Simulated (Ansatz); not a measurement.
G0W0 rungs for SnO2 (Pnnm).

Symmetry: Pnnm, No. 58, orthorhombic system. Conventional cell: a = 4.788 Å, b = 4.867 Å, c = 3.241 Å, α = 90.00°, β = 90.00°, γ = 90.00°. Nearest to Sn lie 6 O at 2.09 to 2.10 Å. O has 3 Sn at 2.09 to 2.10 Å nearest. Farther neighbours and most contacts between anions are not listed.

```yaml
crystal:
  lattice:
    - [4.78800, 0.00000, 0.00000]
    - [0.00000, 4.86658, 0.00000]
    - [0.00000, 0.00000, 3.24090]
  atoms:
    - { symbol: Sn, position: [0.50000, 0.50000, 0.50000] }
    - { symbol: Sn, position: [0.00000, 0.00000, 0.00000] }
    - { symbol: O, position: [0.29185, 0.32104, 0.00000] }
    - { symbol: O, position: [0.79185, 0.17896, 0.50000] }
    - { symbol: O, position: [0.20814, 0.82104, 0.50000] }
    - { symbol: O, position: [0.70815, 0.67896, 0.00000] }
```

The cell and positions are those that the Materials Project relaxed with its own functionals (PBE, PBE+U or r2SCAN), kept fixed. This is not the form that SnO2 usually takes at ambient conditions.

Runs so far (Ansatz 0.2.0, start LDA, PAW set soft_1 files, 4×4×6 mesh). Times are wall times on 1 × NVIDIA H100 80GB HBM3 (shared by 6 runs) with 2 threads of AMD EPYC 7R13 (Zen 3), shared host, good to a factor of about two.

```
bands summed  cutoff (eV)  gap on the mesh (eV)  time
         124           69                 1.873  28 s
         303          138                 1.930  88 s
```

**Question.** What should the next rung give, with 624 bands and screening to 230 eV, and where is the limit?

The error falls about as one over the bands when the cutoff rises with them. A line through the two highest rungs given predicts 1.950 eV; the run gave 1.950 eV, close to it. The two highest rungs put the limit near 1.969 eV, the pair below near 1.969 eV; their difference is a rough measure of what is unsettled in bands and cutoff; the mesh is a separate error.

Gaps are over the mesh's points; an edge off the mesh would be missed. Limits: not at the basis limit; no spin-orbit coupling; coarse k mesh.

[Paths, hosts, dates, memory and timing lines, banners, echoed tables and standing remarks are left out of the program output.]

[Logs are printed without paths, hosts, clocks, repeated set-up lines and the standing remarks that a program may print on its own settings, such as how far it seeks lower states.]

[Runs of the session that timed out or met a known fault of the program may be left out.]

[Cells called generated may have been cut or substituted from an entry of the Crystallography Open Database or the Materials Project.]

[Hosts, paths, dates, database ids (printed as entryN), source tags and the programs' standing remarks are cut or masked in the printed files.]
